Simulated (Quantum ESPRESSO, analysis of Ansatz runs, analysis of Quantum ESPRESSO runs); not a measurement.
# Reproducing a measured local vibrational mode: Li-H pair in ZnO (Quantum ESPRESSO), part 2 of 2

Subject: Li-H pair in ZnO. Wanted: its local vibrational mode, in one set-up (LDA, GBRV 1.5 LDA, 72-site cell, LDA lattice, k: the zone centre alone). The model is a cell of 72 host atoms with Li put on another atom's site and H put in between. The frequencies come from force constants among the defect atom and its neighbours, with the masses of the isotopes named. A local or semilocal functional is the cheapest first rung.

Quantum ESPRESSO 7.5; LDA, GBRV 1.5 LDA, 72-site cell, LDA lattice, k: the zone centre alone.

So far: The structure; Relaxation, charge 0.

## 2. Relaxation, charge 0 (continued)

Level of this step: Quantum ESPRESSO plane-wave DFT, LDA, GBRV 1.5 LDA potentials; relaxation of all atoms of a defect supercell (Quantum ESPRESSO).

Step by step (22 of 24):

```
step  energy less that of the first step (eV)
   0                                   0.0000
   1                                  -0.4414
   2                                  -0.7123
   3                                  -0.7890
   4                                  -0.8254
   5                                  -0.8539
   7                                  -0.8923
   8                                  -0.9088
   9                                  -0.9215
  10                                  -0.9292
  11                                  -0.9357
  12                                  -0.9406
  13                                  -0.9445
  14                                  -0.9468
  15                                  -0.9480
  16                                  -0.9485
  18                                  -0.9491
  19                                  -0.9493
  20                                  -0.9494
  21                                  -0.9496
  22                                  -0.9498
  23                                  -0.9498
```

The atoms that moved most (Å):

```csv
atom,dx,dy,dz,length
Li38,-0.013,-0.018,-0.425,0.425
H73,0.009,0.006,-0.142,0.143
O39,0.007,-0.013,-0.122,0.123
Zn37,-0.079,0.061,0.069,0.121
Zn34,0.006,0.005,0.118,0.118
Zn29,-0.006,-0.075,0.077,0.108
Zn61,0.085,0.033,0.054,0.106
O35,-0.006,-0.018,0.099,0.101
```

The atoms nearest to the centre after the run:

```
atom  distance (Å)
 H73         0.482
 O39         1.472
Li38         1.496
 O60         2.203
 O36         2.209
 O28         2.212
Zn29         2.789
Zn37         2.797
Zn61         2.801
```

Neighbours of the added atoms: H73: O39 0.99, Li38 1.98, Zn61 2.46 Å.

## 3. Atom Zn37 moved by 0.015 A along x

Force constants come from the forces after small displacements; symmetry gives the rest. One such run is shown.

This step: Quantum ESPRESSO plane-wave DFT, LDA, GBRV 1.5 LDA potentials; single point of a defect supercell.

Contents of pw.in:

```
&CONTROL
  calculation = 'scf'
  prefix = 'pwscf'
  outdir = './tmp'
  pseudo_dir = './pseudo'
  tprnfor = .true.
  disk_io = 'low'
/
&SYSTEM
  ibrav = 0
  nat = 73
  ntyp = 4
  ecutwfc = 45
  ecutrho = 360
  nbnd = 464
  occupations = 'smearing'
  smearing = 'fd'
  degauss = 0.00073499
  nosym = .true.
/
&ELECTRONS
  conv_thr = 1d-10
  electron_maxstep = 100
  mixing_beta = 0.5
/
ATOMIC_SPECIES
Zn    65.3800 zn_lda_v1.uspp.F.UPF
O     15.9990 o_lda_v1.2.uspp.F.UPF
Li     6.9400 li_lda_v1.4.uspp.F.UPF
H      1.0080 h_lda_v1.4.uspp.F.UPF
CELL_PARAMETERS angstrom
   9.5683404584    0.0000000000    0.0000000000
  -4.7841702292    8.2864259925    0.0000000000
   0.0000000000    0.0000000000   10.3127043002
ATOMIC_POSITIONS crystal
Zn     0.1105584026    0.2220569956    0.2518964621
Zn     0.2204789165    0.1102386959    0.0003735994
[... 25 atom lines left out ...]
O      0.4453235259    0.2241497212    0.4381482520
Zn     0.4399019330    0.2130238483    0.7557766259
Zn     0.5543878371    0.1149752600    0.4991294459
[... 5 atom lines left out ...]
O      0.4455405792    0.5544870936    0.4384870628
Zn     0.4412541047    0.5608235969    0.7562364930
Li     0.5549858897    0.4440062341    0.4143370890
O      0.5561570283    0.4451816475    0.7021174565
[... 20 atom lines left out ...]
O      0.7749615992    0.5542767531    0.4386972253
Zn     0.7881397077    0.5609405752    0.7565075246
Zn     0.8849684880    0.4457738271    0.4992720648
[... 7 atom lines left out ...]
Zn     0.8849574159    0.7728194336    0.4992384477
[... 2 atom lines left out ...]
H      0.5574408029    0.4465871497    0.6060572313
K_POINTS gamma
```

Started as:

```
$ OMP_NUM_THREADS=1 pw.x -in pw.in > pw.out
```

What it wrote:

```text
[banner, memory and clock lines left out]
          URL

     gamma-point specific algorithms are used

     G-vector sticks info

     bravais-lattice index     =            0
     lattice parameter (alat)  =      18.0815  a.u.
     unit-cell volume          =    5517.8900 (a.u.)^3
     number of atoms/cell      =           73
     number of atomic types    =            4
     number of electrons       =       920.00
     number of Kohn-Sham states=          464
     kinetic-energy cutoff     =      45.0000  Ry
     charge density cutoff     =     360.0000  Ry
     scf convergence threshold =      1.0E-10
     mixing beta               =       0.5000
     number of iterations used =            8  plain     mixing
     Exchange-correlation=  SLA  PZ   NOGX NOGC
                           (   1   1   0   0   0   0   0)

     celldm(1)=  18.081543  celldm(2)=   0.000000  celldm(3)=   0.000000
     celldm(4)=   0.000000  celldm(5)=   0.000000  celldm(6)=   0.000000

     crystal axes: (cart. coord. in units of alat)
               a(1) = (   1.000000   0.000000   0.000000 )
               a(2) = (  -0.500000   0.866025   0.000000 )
               a(3) = (   0.000000   0.000000   1.077794 )

     reciprocal axes: (cart. coord. in units 2 pi/alat)
               b(1) = (  1.000000  0.577350 -0.000000 )
               b(2) = (  0.000000  1.154701  0.000000 )
               b(3) = (  0.000000 -0.000000  0.927821 )

     PseudoPot. # 1 for Zn read from file:
     zn_lda_v1.uspp.F.UPF
     Pseudo is Ultrasoft, Zval = 20.0
     Generated by new atomic code, or converted to UPF format
     Using radial grid of  943 points,  6 beta functions with:
                l(1) =   0
                l(2) =   0
                l(3) =   1
                l(4) =   1
                l(5) =   2
                l(6) =   2
     Q(r) pseudized with  8 coefficients,  rinner =    1.100   1.100   1.100
                                                       1.100   1.100

     PseudoPot. # 2 for O  read from file:
     o_lda_v1.2.uspp.F.UPF
     Pseudo is Ultrasoft + core correction, Zval =  6.0
     Generated by new atomic code, or converted to UPF format
     Using radial grid of  737 points,  5 beta functions with:
                l(1) =   0
                l(2) =   0
                l(3) =   1
                l(4) =   1
[...]
Q(r) pseudized with  8 coefficients,  rinner =    0.900   0.900   0.900
                                                       0.900   0.900

     PseudoPot. # 3 for Li read from file:
     li_lda_v1.4.uspp.F.UPF
     Pseudo is Ultrasoft, Zval =  3.0
     Generated by new atomic code, or converted to UPF format
     Using radial grid of  751 points,  5 beta functions with:
[...]
l(3) =   0
                l(4) =   1
                l(5) =   1
     Q(r) pseudized with 10 coefficients,  rinner =    1.150   1.150   1.150

     PseudoPot. # 4 for H  read from file:
     h_lda_v1.4.uspp.F.UPF
     Pseudo is Ultrasoft, Zval =  1.0
     Generated by new atomic code, or converted to UPF format
     Using radial grid of  615 points,  2 beta functions with:
                l(1) =   0
                l(2) =   0
     Q(r) pseudized with  8 coefficients,  rinner =    0.700

     atomic species   valence    mass     pseudopotential
     Zn               20.00    65.38000     Zn( 1.00)
     O                 6.00    15.99900     O ( 1.00)
     Li                3.00     6.94000     Li( 1.00)
     H                 1.00     1.00800     H ( 1.00)

     No symmetry found

   Cartesian axes

     site n.     atom                  positions (alat units)
         1        Zn     tau(   1) = (  -0.0004701   0.1923070   0.2714926  )
         2        Zn     tau(   2) = (   0.1653596   0.0954695   0.0004027  )
         3        O      tau(   3) = (   0.1649023   0.0951229   0.2032311  )
         4        O      tau(   4) = (  -0.0001862   0.1924209   0.4744541  )
         5        Zn     tau(   5) = (  -0.0003717   0.1923647   0.8079543  )
         6        Zn     tau(   6) = (   0.1696919   0.0994320   0.5379798  )
         7        O      tau(   7) = (   0.1669268   0.0971219   0.7431677  )
         8        O      tau(   8) = (  -0.0002176   0.1924997   1.0116988  )
         9        Zn     tau(   9) = (  -0.1667691   0.4813551   0.2729527  )
        10        Zn     tau(  10) = (  -0.0015843   0.3843358   0.0005950  )
        11        O      tau(  11) = (  -0.0019276   0.3841502   0.2033980  )
        12        O      tau(  12) = (  -0.1668540   0.4800869   0.4760070  )
        13        Zn     tau(  13) = (  -0.1665764   0.4811320   0.8068023  )
        14        Zn     tau(  14) = (   0.0042575   0.3860099   0.5380384  )
        15        O      tau(  15) = (   0.0007436   0.3849223   0.7432468  )
        16        O      tau(  16) = (  -0.1667221   0.4817953   1.0109831  )
        17        Zn     tau(  17) = (  -0.3333563   0.7698358   0.2729392  )
        18        Zn     tau(  18) = (  -0.1666891   0.6737305   0.0012300  )
        19        O      tau(  19) = (  -0.1667871   0.6736704   0.2049272  )
        20        O      tau(  20) = (  -0.3344308   0.7702624   0.4759881  )
[...]
ethr =  6.78E-04,  avg # of iterations =  2.0

     total energy              =  -17323.62815663 Ry
     estimated scf accuracy    <       0.15092879 Ry

     iteration #  4     ecut=    45.00 Ry     beta= 0.50
     Davidson diagonalization with overlap
     ethr =  1.64E-05,  avg # of iterations = 12.0

     total energy              =  -17323.65188494 Ry
     estimated scf accuracy    <       0.04657257 Ry

     iteration #  5     ecut=    45.00 Ry     beta= 0.50
     Davidson diagonalization with overlap
     ethr =  5.06E-06,  avg # of iterations =  3.0

     total energy              =  -17323.65461300 Ry
     estimated scf accuracy    <       0.00559294 Ry

     iteration #  6     ecut=    45.00 Ry     beta= 0.50
     Davidson diagonalization with overlap
     ethr =  6.08E-07,  avg # of iterations =  3.0

     total energy              =  -17323.65542557 Ry
     estimated scf accuracy    <       0.00027071 Ry

     iteration #  7     ecut=    45.00 Ry     beta= 0.50
     Davidson diagonalization with overlap
     ethr =  2.94E-08,  avg # of iterations =  3.0

     total energy              =  -17323.65550513 Ry
     estimated scf accuracy    <       0.00004174 Ry

     iteration #  8     ecut=    45.00 Ry     beta= 0.50
     Davidson diagonalization with overlap
     ethr =  4.54E-09,  avg # of iterations =  3.0

     total energy              =  -17323.65550567 Ry
     estimated scf accuracy    <       0.00001399 Ry

     iteration #  9     ecut=    45.00 Ry     beta= 0.50
     Davidson diagonalization with overlap
     ethr =  1.52E-09,  avg # of iterations =  2.0

     total energy              =  -17323.65550885 Ry
     estimated scf accuracy    <       0.00000115 Ry

     iteration # 10     ecut=    45.00 Ry     beta= 0.50
     Davidson diagonalization with overlap
     ethr =  1.25E-10,  avg # of iterations =  2.0

     total energy              =  -17323.65550895 Ry
     estimated scf accuracy    <       0.00000026 Ry

     iteration # 11     ecut=    45.00 Ry     beta= 0.50
     Davidson diagonalization with overlap
     ethr =  2.82E-11,  avg # of iterations =  2.0

     total energy              =  -17323.65550899 Ry
     estimated scf accuracy    <          1.0E-08 Ry

     iteration # 12     ecut=    45.00 Ry     beta= 0.50
     Davidson diagonalization with overlap
     ethr =  1.08E-12,  avg # of iterations =  3.0

     total energy              =  -17323.65550900 Ry
     estimated scf accuracy    <          2.6E-09 Ry

     iteration # 13     ecut=    45.00 Ry     beta= 0.50
     Davidson diagonalization with overlap
     ethr =  2.80E-13,  avg # of iterations =  2.0

     total energy              =  -17323.65550900 Ry
     estimated scf accuracy    <          2.1E-10 Ry

     iteration # 14     ecut=    45.00 Ry     beta= 0.50
     Davidson diagonalization with overlap
     ethr =  1.00E-13,  avg # of iterations =  2.0

     End of self-consistent calculation

          k = 0.0000 0.0000 0.0000 ( 14100 PWs)   bands (ev):

  -113.9696-113.9678-113.9599-113.8320-113.7393-113.7383-113.7380-113.7378
  -113.7377-113.7348-113.7313-113.7294-113.7244-113.7218-113.7215-113.7211
  -113.7184-113.7136-113.7100-113.7084-113.7025-113.7021-113.7012-113.7008
  -113.6785-113.6783-113.6771-113.6216-113.5921-113.5364-113.5348-113.5339
  -113.5337-113.5326-113.5267 -68.6685 -68.6657 -68.6556 -68.6136 -68.6125
   -68.6111 -68.6095 -68.6055 -68.6031 -68.4948 -68.4947 -68.4896 -68.4063
   -68.4049 -68.4047 -68.4046 -68.4043 -68.4013 -68.3991 -68.3988 -68.3987
   -68.3982 -68.3978 -68.3976 -68.3974 -68.3969 -68.3964 -68.3962 -68.3962
   -68.3959 -68.3954 -68.3949 -68.3948 -68.3945 -68.3932 -68.3930 -68.3924
   -68.3896 -68.3876 -68.3853 -68.3842 -68.3836 -68.3810 -68.3806 -68.3802
   -68.3801 -68.3798 -68.3789 -68.3757 -68.3755 -68.3748 -68.3743 -68.3742
   -68.3730 -68.3718 -68.3717 -68.3709 -68.3705 -68.3692 -68.3692 -68.3687
   -68.3674 -68.3672 -68.3661 -68.3632 -68.3631 -68.3622 -68.3610 -68.3601
   -68.3595 -68.3592 -68.3581 -68.3417 -68.3409 -68.3405 -68.3401 -68.3396
   -68.3388 -68.3388 -68.3385 -68.3373 -68.2924 -68.2785 -68.2783 -68.2625
[...]
7.5724   7.6236   7.6308   7.6699   7.6710   7.6728   7.6956   7.6967
     7.7095   7.7103   7.7128   7.7691   7.7946   7.7952   7.8268   7.9750
     8.1019   8.1047   8.1320   8.1330   8.1549   8.2022   8.2042   8.2990
     8.3006   8.3948   8.4034   8.4035   8.4614   8.5412   8.5424   8.6298
     8.6302   8.9036   9.0269   9.0270   9.8638  12.4824  12.5679  13.2661

     the Fermi energy is     9.3837 ev

!    total energy              =  -17323.65550900 Ry
     estimated scf accuracy    <          1.4E-11 Ry
     smearing contrib. (-TS)   =      -0.00000000 Ry
     internal energy E=F+TS    =  -17323.65550900 Ry

     The total energy is F=E-TS. E is the sum of the following terms:
     one-electron contribution =  -14098.71877153 Ry
     hartree contribution      =    7434.38238572 Ry
     xc contribution           =   -1721.51600578 Ry
     ewald contribution        =   -8937.80311741 Ry

     convergence has been achieved in  14 iterations

     Forces acting on atoms (cartesian axes, Ry/au):

     atom    1 type  1   force =     0.00011731    0.00002577    0.00002010
     atom    2 type  1   force =    -0.00008690    0.00009644    0.00009855
     atom    3 type  2   force =     0.00008870   -0.00007525   -0.00012559
     atom    4 type  2   force =     0.00004120   -0.00007253   -0.00008024
     atom    5 type  1   force =    -0.00023171    0.00067521   -0.00001412
     atom    6 type  1   force =    -0.00019389    0.00003638   -0.00004266
     atom    7 type  2   force =     0.00022508    0.00004282    0.00020015
     atom    8 type  2   force =     0.00023167   -0.00000382    0.00014739
     atom    9 type  1   force =    -0.00002079   -0.00013053    0.00014380
     atom   10 type  1   force =     0.00009775    0.00009258   -0.00032270
[...]
atom   69 type  1   force =    -0.00000426    0.00051177    0.00019137
     atom   70 type  1   force =     0.00006214    0.00006387   -0.00001100
     atom   71 type  2   force =    -0.00012940   -0.00025759    0.00013416
     atom   72 type  2   force =     0.00008884   -0.00020405    0.00006247
     atom   73 type  4   force =     0.00012735   -0.00010593   -0.00028899

     Total force =     0.008197     Total SCF correction =     0.000011
```

It took 7.9 min on 1 thread of Arm Neoverse V1, shared host; peak memory 1.9 GiB.

## 4. Local vibrational modes

Analysis of the runs above: force constants by central differences of Quantum ESPRESSO plane-wave DFT, LDA, GBRV 1.5 LDA potentials forces among the atoms nearest to a defect, the others at rest.

The modes with the largest weight on the probed atoms (the light atom of a pair), for the masses of each isotope. Modes of the displaced atoms (local only where they lie over the host's phonons):

```csv
isotopes,mode (cm⁻¹),share of the defect atoms
H,3671,0.944
H,663,0.716
H,659.6,0.713
D,2669,0.893
D,365.4,0.511
D,351.1,0.407
```

## 5. Summary of results

```
distance from the defect atom to its nearest neighbour : 0.991 Å
O-H stretch, 1H                                        : 3671 cm⁻¹
O-D stretch, 2H                                        : 2669 cm⁻¹
```

What this shows: O-H stretch, 1H: computed 3671 cm⁻¹, measured 3577.3 cm⁻¹; 94 cm⁻¹ (3 %) above the measurement. O-D stretch, 2H: computed 2669 cm⁻¹, measured 2644.4 cm⁻¹; 24 cm⁻¹ (1 %) above the measurement. The computed value is harmonic, while the measured line is the anharmonic fundamental, which for X–H stretches usually lies a few per cent lower. Only the named neighbours move, so modes near the host's band are approximate. Limits: the zone centre alone is a coarse sampling for this cell.

[Logs are printed without paths, hosts, clocks, repeated set-up lines and the standing remarks that a program may print on its own settings, such as how far it seeks lower states.]

[Hosts, paths, dates, database ids (printed as entryN), source tags and the programs' standing remarks are cut or masked in the printed files.]

[For some hosts the program warned that the k-mesh of the response run may be too coarse for force constants and the static dielectric constant; such warnings are not shown here.]
